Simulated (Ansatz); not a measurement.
## CuRe, from a guessed structure to a relaxed one

Starting from a made-up structure for CuRe, the aim is the relaxed cell, its shortest contacts and, where a second run follows, its electronic structure.

Method: DFT, PBE, plane-wave PAW, files of the set soft_1, scalar-relativistic, ferromagnetic start, cell and ions relaxed at zero pressure; PAW set soft_1, in the first sound run; inputs show where later runs differ, in Ansatz 0.2.0.

**1. Set-up**

Symmetry: P-6m2, No. 187, hexagonal system. Conventional cell: a = 2.774 Å, b = 2.774 Å, c = 4.330 Å, α = 90.00°, β = 90.00°, γ = 120.00°. Nearest to Re lie 6 Cu at 2.69 Å and 6 Re at 2.77 Å. Nearest to Cu lie 6 Re at 2.69 Å and 6 Cu at 2.77 Å. Farther neighbours are not listed.

As a file:

```cif
data_structure
_symmetry_space_group_name_H-M 'P-6m2'
_symmetry_Int_Tables_number 187
_cell_length_a 2.7740
_cell_length_b 2.7740
_cell_length_c 4.3300
_cell_angle_alpha 90.000
_cell_angle_beta 90.000
_cell_angle_gamma 120.000
_cell_volume 28.86
loop_
_atom_site_label
_atom_site_type_symbol
_atom_site_symmetry_multiplicity
_atom_site_Wyckoff_symbol
_atom_site_fract_x
_atom_site_fract_y
_atom_site_fract_z
_atom_site_occupancy
Re1 Re 1 b 0.00000 0.00000 0.50000 1
Cu1 Cu 1 e 0.66667 0.33333 0.00000 1
```

**2. Relaxing cell and atoms**

The guess takes its coordinates from another compound and its volume from a rule, so the cell and any free coordinates are relaxed together.

Contents of input.yaml:

```yaml
crystal:
  lattice:
    - [2.774, 0.0, 0.0]
    - [-1.387, 2.40235447, 0.0]
    - [0.0, 0.0, 4.33]
  atoms:
    - { symbol: Re, position: [0.0, 0.0, 0.5], spin: 1.0 }
    - { symbol: Cu, position: [0.666666667, 0.333333333, 0.0], spin: 0.6 }
magnetization:
  spin_polarized: true
kpoints:
  mp_grid: { grid: [11, 11, 6] }
scf:
  occupations: { method: fermi_dirac, width: 0.05 }
hamiltonian:
  xc: pbe
  pseudopotentials: { kind: paw, azcp: { folder: soft_1 } }
relax:
  f_tol: 0.015
  max_steps: 70
  cell: {}
output:
  forces: true
  stress: true
```

Launch:

```
ansatz run input.yaml --threads 4 --pin off --max-ram 8192MiB --backend cpu --events-out ev --progress --plain --runs-dir out
```

Numbers of over 12 decimals in the logs are rounded to 6 here.

The program printed:

```text
Engine: ansatz 0.2.0, aarch64-unknown-linux-gnu
Pseudopotentials: kind: paw
Pseudopotential: Re, paw, valence charge 15, recommended cutoff 420 eV (normal), soft_1/Re.paw.azcp
Pseudopotential: Cu, paw, valence charge 19, recommended cutoff 420 eV (normal), soft_1/Cu.paw.azcp
Functional definition: PBE
  parameter kappa = 0.804
  parameter beta = 0.066725
  exchange = pbe_x(kappa = kappa, mu = beta*pi^2/3)
  correlation = pbe_c(beta = beta)
Crystal: 2 atoms, lattice volume = 28.856 Å³
Basis set: ecut = 420 eV, 579 PW (Γ), exchange–correlation on 40×40×60 points (8 copies of the dense FFT grid, shifted against one another)
Bands: 22, of which v1, the nominal top of the filled ones, is band 17 counted from 1 (16 counted from 0)
Symmetry: 12 space group operations
Space group: P-6m2 (ITA 187), of the structure as read, at distance tolerance 3.1e-5 Å
Magnetic group: BNS 187.209 (UNI 1439), of the structure as read, at distance tolerance 3.1e-5 Å
k-points: 64 of 726 (time reversal used)
Non-local potential: Re, projectors of the file, l = 0: 3, l = 1: 2, l = 2: 2, l = 3: 1
Non-local potential: Cu, projectors of the file, l = 0: 3, l = 1: 2, l = 2: 3, l = 3: 1
PAW form: soft (Blöchl's): semilocal exchange-correlation on the pseudo side does not see the compensation charge
PAW one-centre angular grid: Re, 590 points (default); XC on 64 Gauss nodes
PAW one-centre angular grid: Cu, 590 points (default); XC on 64 Gauss nodes
Initial density: superposition of atomic densities (chi_scale 0.1, normalization cell)
Starting moments: Σ|m| = 1.6 μB on 2 of 2 sites
Initial wavefunctions: pseudopotential atomic-orbital guess
Functional: x = pbe(κ = 0.804, μ = 0.219515), c = pbe(β = 0.066725)
SCF iter   1: F=—  HF=-17495.793062 eV  |F-HF|=—  |Δ(HF+E_count)|=         —  Δρ=1.81e-1 (↑1.81e-1 ↓1.78e-1)  dr2=2.88e1  dr2_m=9.56e-2  M=0.625 μB ∫|m|=0.640 μB  β_m=0.30  ethr=3.10e-3  ⟨swp⟩=4.3  Hψ=10645  notcnv=0
Mixer restart at iter 1: flushing history
preconditioner: auto → none  [metal: Δε(μ)=0.017 eV  Ē_g=7.681 eV  σ=0.050 eV  W_gap=0.08  n_scr=8 (ndim 8)  ℏωp=29.3 eV  f_vac=0.000  D(μ)=2.52/eV (n_scr^D=34)  sad-step TF]
SCF iter   2: F=—  HF=-17494.512178 eV  |F-HF|=—  |Δ(HF+E_count)|=    1.28e0  Δρ=5.65e-2 (↑5.65e-2 ↓5.64e-2)  dr2=1.56e0  dr2_m=6.20e-2  M=0.554 μB ∫|m|=0.554 μB  β_m=0.27  ethr=3.10e-3  ⟨swp⟩=3.4  Hψ=7954  notcnv=0  defer=7
SCF iter   3: F=—  HF=-17493.707286 eV  |F-HF|=—  |Δ(HF+E_count)|=   8.05e-1  Δρ=2.33e-2 (↑2.33e-2 ↓1.83e-2)  dr2=2.59e-1  dr2_m=4.56e-2  M=0.494 μB ∫|m|=0.495 μB  β_m=0.40  ethr=3.10e-3  ⟨swp⟩=2.0  Hψ=6066  notcnv=0  defer=22
SCF iter   4: F=—  HF=-17493.685730 eV  |F-HF|=—  |Δ(HF+E_count)|=         —  Δρ=1.75e-2 (↑1.66e-2 ↓1.75e-2)  dr2=1.16e-1  dr2_m=5.37e-2  M=0.165 μB ∫|m|=0.166 μB  β_m=0.40  ethr=7.62e-4  ⟨swp⟩=2.5  Hψ=5656  notcnv=0  defer=16
Mixer restart at iter 4: flushing history
SCF iter   5: F=—  HF=-17493.731253 eV  |F-HF|=—  |Δ(HF+E_count)|=   4.55e-2  Δρ=2.54e-2 (↑2.54e-2 ↓2.32e-2)  dr2=4.10e-1  dr2_m=2.00e-2  M=0.160 μB ∫|m|=0.160 μB  β_m=0.22  ethr=3.42e-4  ⟨swp⟩=2.6  Hψ=4650  notcnv=0  defer=16  recentre
SCF iter   6: F=—  HF=-17493.683951 eV  |F-HF|=—  |Δ(HF+E_count)|=   4.73e-2  Δρ=1.19e-2 (↑1.14e-2 ↓1.19e-2)  dr2=2.99e-2  dr2_m=2.91e-2  M=0.139 μB ∫|m|=0.139 μB  β_m=0.13  ethr=3.42e-4  ⟨swp⟩=2.1  Hψ=5289  notcnv=0
SCF iter   7: F=—  HF=-17493.687740 eV  |F-HF|=—  |Δ(HF+E_count)|=   3.79e-3  Δρ=8.10e-3 (↑8.10e-3 ↓7.99e-3)  dr2=3.37e-3  dr2_m=1.42e-2  M=0.112 μB ∫|m|=0.112 μB  β_m=0.29  ethr=8.78e-5  ⟨swp⟩=2.0  Hψ=3690  notcnv=0
SCF iter   8: F=—  HF=-17493.695563 eV  |F-HF|=—  |Δ(HF+E_count)|=   7.82e-3  Δρ=1.67e-3 (↑1.37e-3 ↓1.67e-3)  dr2=2.87e-4  dr2_m=5.92e-4  M=0.029 μB ∫|m|=0.030 μB  β_m=0.36  ethr=9.91e-6  ⟨swp⟩=2.0  Hψ=5628  notcnv=0
SCF iter   9: F=—  HF=-17493.695589 eV  |F-HF|=—  |Δ(HF+E_count)|=   2.62e-5  Δρ=4.50e-4 (↑4.50e-4 ↓4.36e-4)  dr2=3.57e-5  dr2_m=3.26e-5  M=0.009 μB ∫|m|=0.010 μB  β_m=0.68  ethr=8.43e-7  ⟨swp⟩=2.0  Hψ=4209  notcnv=0
SCF iter  10: F=—  HF=-17493.695652 eV  |F-HF|=—  |Δ(HF+E_count)|=   6.28e-5  Δρ=3.86e-4 (↑3.86e-4 ↓2.65e-4)  dr2=8.22e-5  dr2_m=1.10e-5  M=0.004 μB ∫|m|=0.005 μB  β_m=0.68  ethr=1.05e-7  ⟨swp⟩=2.0  Hψ=4496  notcnv=0
SCF iter  11: F=—  HF=-17493.695654 eV  |F-HF|=—  |Δ(HF+E_count)|=   1.74e-6  Δρ=1.46e-4 (↑1.46e-4 ↓5.56e-5)  dr2=4.36e-6  dr2_m=1.68e-6  M=0.001 μB ∫|m|=0.002 μB  β_m=0.74  ethr=1.05e-7  ⟨swp⟩=2.2  Hψ=3785  notcnv=0
SCF iter  12: F=—  HF=-17493.695654 eV  |F-HF|=—  |Δ(HF+E_count)|=   1.93e-7  Δρ=4.60e-5 (↑5.06e-6 ↓4.60e-5)  dr2=4.68e-7  dr2_m=1.38e-7  M=0.000 μB ∫|m|=0.000 μB  β_m=0.87  ethr=1.28e-8  ⟨swp⟩=2.2  Hψ=3911  notcnv=0
SCF iter  13: F=—  HF=-17493.695654 eV  |F-HF|=—  |Δ(HF+E_count)|=   1.03e-8  Δρ=1.42e-5 (↑1.27e-5 ↓1.42e-5)  dr2=7.57e-8  dr2_m=2.69e-8  M=-0.000 μB ∫|m|=0.000 μB  β_m=0.84  ethr=1.38e-9  ⟨swp⟩=1.6  Hψ=3148  notcnv=0
SCF iter  14: F=—  HF=-17493.695654 eV  |F-HF|=—  |Δ(HF+E_count)|=   5.28e-9  Δρ=2.94e-6 (↑2.94e-6 ↓2.61e-6)  dr2=5.45e-10  dr2_m=1.96e-9  M=-0.000 μB ∫|m|=0.000 μB  β_m=0.81  ethr=2.23e-10  ⟨swp⟩=1.5  Hψ=3133  notcnv=0
SCF iter  15: F=—  HF=-17493.695654 eV  |F-HF|=—  |Δ(HF+E_count)|=  7.28e-11  Δρ=1.77e-7 (↑1.77e-7 ↓1.41e-7)  dr2=7.94e-12  dr2_m=5.36e-12  M=0.000 μB ∫|m|=0.000 μB  β_m=0.88  ethr=1.60e-12  ⟨swp⟩=2.0  Hψ=4577  notcnv=0
SCF iter  16: F=-17493.695654 eV  HF=-17493.695654 eV  |F-HF|=1.09e-11  |Δ(HF+E_count)|=  2.18e-11  Δρ=6.92e-8 (↑6.92e-8 ↓6.72e-8)  dr2=4.28e-12  dr2_m=4.33e-13  M=0.000 μB ∫|m|=0.000 μB  ethr=1.00e-12  ⟨swp⟩=1.0  Hψ=6144  notcnv=0
WARN: the starting moments were not kept: the SCF closed with an absolute magnetisation of 6.6e-7 μB, where they sum to 1.6 μB in size (2 sites). That is at most 0.1 of that sum. Measured as dr2_m measures the in/out step, that magnetisation stands 1.6e-13 eV from none, at or under the dr2_threshold of 1.0e-7 eV: it is no larger than a step whose dr2_m would equal this threshold. The system may hold no moment; this S [...]
SCF 1 converged in 16 iterations: F = -17493.695654 eV  dr2 = 4.28e-12
  greatest PAW one-centre occupation: 1.000 electrons in one spin orbital (limit 2), on the Re atom at site 0 (counted from 0), in its partial waves of l = 0
relax step   1: F+E_penalty+E_count = -17493.69565377 eV  Δ(F+E_penalty+E_count) = +0.000e0 eV  max|allowed force component| = 2.082e-16 eV/Å  Δτ_max = 0.0000 Å  P = -11.968 GPa  Ω = 28.856 Å³  (16 SCF iters, dr2 threshold 1.00e-7 eV, accepted)
Crystal: 2 atoms, lattice volume = 26.431 Å³
[...]
SCF iter  10: F=-17493.818930 eV  HF=-17493.818930 eV  |F-HF|=1.60e-10  |Δ(HF+E_count)|=   1.31e-9  Δρ=6.63e-7 (↑2.93e-7 ↓6.63e-7)  dr2=1.84e-10  dr2_m=4.43e-11  M=-0.000 μB ∫|m|=0.000 μB  ethr=2.96e-11  ⟨swp⟩=1.3  Hψ=6916  notcnv=0
the starting moments were not kept: the SCF closed with an absolute magnetisation of 3.6e-6 μB, where they sum to 1.6 μB in size (2 sites). That is at most 0.1 of that sum. Measured as dr2_m measures the in/out step, that magnetisation stands 9.4e-12 eV from none, at or under the dr2_threshold of 2.0e-7 eV: it is no larger than a step whose dr2_m would equal this threshold.
SCF 3 converged in 10 iterations: F = -17493.818930 eV  dr2 = 1.84e-10
relax step   3: F+E_penalty+E_count = -17493.81892987 eV  Δ(F+E_penalty+E_count) = -3.033e-2 eV  max|allowed force component| = 5.551e-17 eV/Å  Δτ_max = 0.0000 Å  P = -0.445 GPa  Ω = 27.486 Å³  energy of the carried Pulay correction = +7.064e-4 eV  (10 SCF iters, dr2 threshold 2.00e-7 eV, accepted)
[...]
relax step   4: F+E_penalty+E_count = -17493.82086281 eV  Δ(F+E_penalty+E_count) = -1.933e-3 eV  max|allowed force component| = 8.789e-17 eV/Å  Δτ_max = 0.0000 Å  P = +0.070 GPa  Ω = 27.459 Å³  energy of the carried Pulay correction = +7.096e-4 eV  (8 SCF iters, dr2 threshold 2.00e-7 eV, accepted)
[...]
relax step   5: F+E_penalty+E_count = -17493.82099790 eV  Δ(F+E_penalty+E_count) = -1.351e-4 eV  max|allowed force component| = 1.295e-16 eV/Å  Δτ_max = 0.0000 Å  P = +0.011 GPa  Ω = 27.478 Å³  energy of the carried Pulay correction = +6.939e-4 eV  (7 SCF iters, dr2 threshold 2.00e-7 eV, accepted)
Basis set: ecut = 420 eV, 549 PW (Γ), exchange–correlation on 36×36×60 points (8 copies of the dense FFT grid, shifted against one another)
Initial wavefunctions: pseudopotential atomic-orbital guess (no wavefunctions were taken with the density)
iter 1 solved again at ethr=2.56e-8 eV; its pass at ethr=3.10e-3 eV (dr2=8.72e-6 eV) is discarded
SCF iter   1: F=—  HF=-17493.820135 eV  |F-HF|=—  |Δ(HF+E_count)|=         —  Δρ=2.61e-4 (↑2.61e-4 ↓2.61e-4)  dr2=3.79e-6  dr2_m=7.19e-12  M=-0.000 μB ∫|m|=0.000 μB  β_m=0.65  ethr=2.56e-8  ⟨swp⟩=3.0  Hψ=18730  notcnv=0
preconditioner: auto → none  [metal: Δε(μ)=0.029 eV  Ē_g=8.745 eV  σ=0.050 eV  W_gap=0.14  n_scr=2 (ndim 8)  ℏωp=30.1 eV  f_vac=0.000  D(μ)=1.78/eV (n_scr^D=22)]
SCF iter   2: F=—  HF=-17493.820252 eV  |F-HF|=—  |Δ(HF+E_count)|=   1.17e-4  Δρ=1.28e-4 (↑1.28e-4 ↓1.28e-4)  dr2=4.97e-6  dr2_m=2.31e-12  M=-0.000 μB ∫|m|=0.000 μB  β_m=0.56  ethr=1.11e-8  ⟨swp⟩=2.0  Hψ=4800  notcnv=0
SCF iter   3: F=—  HF=-17493.820268 eV  |F-HF|=—  |Δ(HF+E_count)|=   1.57e-5  Δρ=1.54e-4 (↑1.54e-4 ↓1.54e-4)  dr2=1.74e-5  dr2_m=1.02e-12  M=-0.000 μB ∫|m|=0.000 μB  β_m=0.40  ethr=1.11e-8  ⟨swp⟩=2.0  Hψ=4986  notcnv=0  recentre
SCF iter   4: F=—  HF=-17493.820268 eV  |F-HF|=—  |Δ(HF+E_count)|=   3.62e-7  Δρ=3.52e-5 (↑3.51e-5 ↓3.52e-5)  dr2=4.63e-7  dr2_m=7.02e-13  M=-0.000 μB ∫|m|=0.000 μB  β_m=0.39  ethr=1.11e-8  ⟨swp⟩=2.0  Hψ=4734  notcnv=0
SCF iter   5: F=—  HF=-17493.820269 eV  |F-HF|=—  |Δ(HF+E_count)|=   1.04e-6  Δρ=4.32e-6 (↑4.31e-6 ↓4.32e-6)  dr2=5.30e-9  dr2_m=3.33e-13  M=-0.000 μB ∫|m|=0.000 μB  β_m=0.56  ethr=1.36e-9  ⟨swp⟩=2.0  Hψ=3374  notcnv=0
SCF iter   6: F=—  HF=-17493.820269 eV  |F-HF|=—  |Δ(HF+E_count)|=   4.46e-8  Δρ=5.77e-7 (↑5.72e-7 ↓5.77e-7)  dr2=5.26e-10  dr2_m=5.86e-14  M=-0.000 μB ∫|m|=0.000 μB  β_m=0.78  ethr=1.56e-11  ⟨swp⟩=2.0  Hψ=3989  notcnv=0
SCF iter   7: F=—  HF=-17493.820274 eV  |F-HF|=—  |Δ(HF+E_count)|=   5.22e-6  Δρ=4.09e-7 (↑4.07e-7 ↓4.09e-7)  dr2=3.32e-10  dr2_m=7.44e-15  M=-0.000 μB ∫|m|=0.000 μB  β_m=0.89  ethr=1.55e-12  ⟨swp⟩=2.0  Hψ=4770  notcnv=0
SCF iter   8: F=—  HF=-17493.820274 eV  |F-HF|=—  |Δ(HF+E_count)|=  8.26e-10  Δρ=1.68e-7 (↑1.68e-7 ↓1.68e-7)  dr2=1.22e-11  dr2_m=1.14e-16  M=0.000 μB ∫|m|=0.000 μB  β_m=0.82  ethr=1.00e-12  ⟨swp⟩=2.0  Hψ=4268  notcnv=0
SCF iter   9: F=-17493.820274 eV  HF=-17493.820274 eV  |F-HF|=1.09e-11  |Δ(HF+E_count)|=  2.55e-11  Δρ=6.20e-8 (↑6.19e-8 ↓6.20e-8)  dr2=1.71e-12  dr2_m=3.68e-17  M=0.000 μB ∫|m|=0.000 μB  ethr=1.00e-12  ⟨swp⟩=3.0  Hψ=9976  notcnv=0
the starting moments were not kept: the SCF closed with an absolute magnetisation of 9.2e-9 μB, where they sum to 1.6 μB in size (2 sites). That is at most 0.1 of that sum. Measured as dr2_m measures the in/out step, that magnetisation stands 2.1e-17 eV from none, at or under the dr2_threshold of 2.0e-11 eV: it is no larger than a step whose dr2_m would equal this threshold.
SCF 6 converged in 9 iterations: F = -17493.820274 eV  dr2 = 1.71e-12
relax step   6: F+E_penalty+E_count = -17493.82027399 eV  Δ(F+E_penalty+E_count) = +7.239e-4 eV  max|allowed force component| = 1.249e-16 eV/Å  Δτ_max = 0.0000 Å  P = +0.021 GPa  Ω = 27.478 Å³  stress off target by 3.39e-2 GPa  SCF on the basis re-selected at this cell (its energy is not comparable with the rows above)  (9 SCF iters)
basis re-selected at this cell: Δ(F+E_penalty+E_count) = +7.239e-4 eV, ΔP = +0.010 GPa vs the last step (what re-selecting the basis moved, of the pressure what is left beyond the Pulay correction that the steps carried, after the strain that the cell walked since its last selection, with what the two solves' SCF thresholds leave and, on support functions, any second-order correction that the steps lacked; it is no measure of the basis error at this ecutwfc). The dense FFT grid was sized anew with the basis: this SCF ran on 18×18×30 points, the steps before it on 20×20×30, so part of this shift can come from that change (see relax.cell in the input reference). [rest of the remark cut]
SCF converged after 9 iterations
Magnetization: 0.0000 μB (17.0000 up, 17.0000 down)
Absolute magnetization: 0.0000 μB (∫|ρ↑−ρ↓|, with the PAW one-centre terms)
Spin contamination: 0.0000 ħ² per cell (⟨S²⟩ above its minimum at these occupations)
Per-site moments (μB) at R_I (Å): [(6.033733944108884e-9, 1.102253), (3.2996613714714833e-10, 1.102253)]
Free energy (F): -17493.820274 eV
Harris-Foulkes:  -17493.820274 eV  (|F-HF|=1.09e-11)
Internal energy: -17493.805636 eV  (E = F + TS)
E sigma→0 (E₀):  -17493.812955 eV
Entropy (-TS):   -0.014638 eV (-7.319 meV/atom)
Fermi energy:    20.111994 eV
--- Per-component energies (eV) ---
  E_band       = -437.795406
  E_kinetic    = 782.630915
  E_local      = -5594.933910  (includes V_loc(G=0)·N_el)
  E_nonlocal   = 967.195704
  E_hartree    = 2336.488264
  E_xc         = -425.081593
  E_vxc        = -378.573429  (∫ρ·V_xc dr)
  E_paw        = -10516.525323  (= ΣΔE_a)
  E_vpaw       = -887.092163  (= ΣTr[D̂ρ^β])
  E_aug_tail   = 0.001048  (compensation charges beyond the density's cutoff)
  E_ewald      = -5043.580740
  E_smearing   = -0.014638  (= −TS)
  E_closure    = -0.000000  (closes the sum)
  Σ components = -17493.820274   (vs F -17493.820274, Δ=0.00e0)
--- Forces (eV/Å), atoms counted from 1 ---
  atom   1  Re     0.00000000    -0.00000000     0.00000000
  atom   2  Cu     0.00000000     0.00000000     0.00000000
  max |Σ_I F_I| component: 1.20e-16 eV/Å
--- Stress (GPa, compression-positive) ---
        0.014281       0.000000      -0.000000
        0.000000       0.014281      -0.000000
       -0.000000      -0.000000       0.033899
  P = ⅓ Tr σ = 0.0208 GPa (0.208 kbar)
--- Relaxed structure (5 steps of the walk, 5 accepted, 1 SCFs on fresh bases) ---
  F+E_penalty+E_count = -17493.82027399 eV   max|allowed force component| = 1.249e-16 eV/Å   (the final SCF, on the basis selected at the relaxed cell)
  cell:  # Å, volume = 27.4778 Å³
    - [2.672129, 0, 0.0]
    - [-1.336065, 2.314132, 0.0]
    - [0.0, 0.0, 4.443611]
  atoms:
    - { symbol: Re, position: [-1.8503717085702407e-17, -1.8503717059853013e-17, 0.500000] }
    - { symbol: Cu, position: [0.666667, 0.333333, 0.0] }
```

Wall time 14 s (4 threads of Arm Neoverse V2, shared host); peak memory 0.35 GiB; 52 s of CPU time.

Relaxation path:

```tsv
step	energy less that of the first step (eV)	largest force component (eV/Å)	pressure (GPa)	volume (Å³)
1	0.0000	0.0000	-11.97	28.86
2	-0.0929	0.0000	10.50	26.43
3	-0.1233	0.0000	-0.44	27.49
4	-0.1252	0.0000	0.07	27.46
5	-0.1253	0.0000	0.01	27.48
6*	-0.1246	0.0000	0.02	27.48
```

Relaxation steps marked * repeat the geometry before them on a plane-wave basis chosen anew for their cell, so energy and pressure can jump there.

Forces are held to the 12 operations that the run works with; a distortion that breaks them can't arise in this run.

```tsv
conventional cell, symmetrised	before	after	change
a (Å)	2.774	2.672	-3.7 %
b (Å)	2.774	2.672	-3.7 %
c (Å)	4.330	4.444	+2.6 %
volume (Å³/atom)	14.43	13.74	-4.8 %
```

The relaxed structure:

```xyz
2
Lattice="2.6721 0.0000 0.0000 -1.3361 2.3141 0.0000 0.0000 0.0000 4.4436" Properties=species:S:1:pos:R:3 pbc="T T T"
Re    0.0000    0.0000    2.2218
Cu    1.3361    0.7714    0.0000
```

Numbers from this step:

```
free energy             : -17493.8203 eV
energy at zero smearing : -17493.8130 eV
smearing term TS        : 0.01464 eV
Fermi energy            : 20.11 eV
electrons               : 34
symmetry operations     : 12
pressure                : 0.02082 GPa
```

Shortest distances by pair of elements, guess and relaxed (not always the same contact):

```tsv
pair	guess (Å)	relaxed (Å)
Re–Re	2.774	2.672
Cu–Cu	2.774	2.672
Cu–Re	2.693	2.705
```

The relaxation ends with a pressure of 0.02 GPa. The starting moments have collapsed: the run ends non-magnetic.

(Continued in part 2 of 2.)

[Logs are printed without paths, hosts, clocks, repeated set-up lines and the standing remarks that a program may print on its own settings, such as how far it seeks lower states.]

[Hosts, paths, dates, database ids (printed as entryN), source tags and the programs' standing remarks are cut or masked in the printed files.]
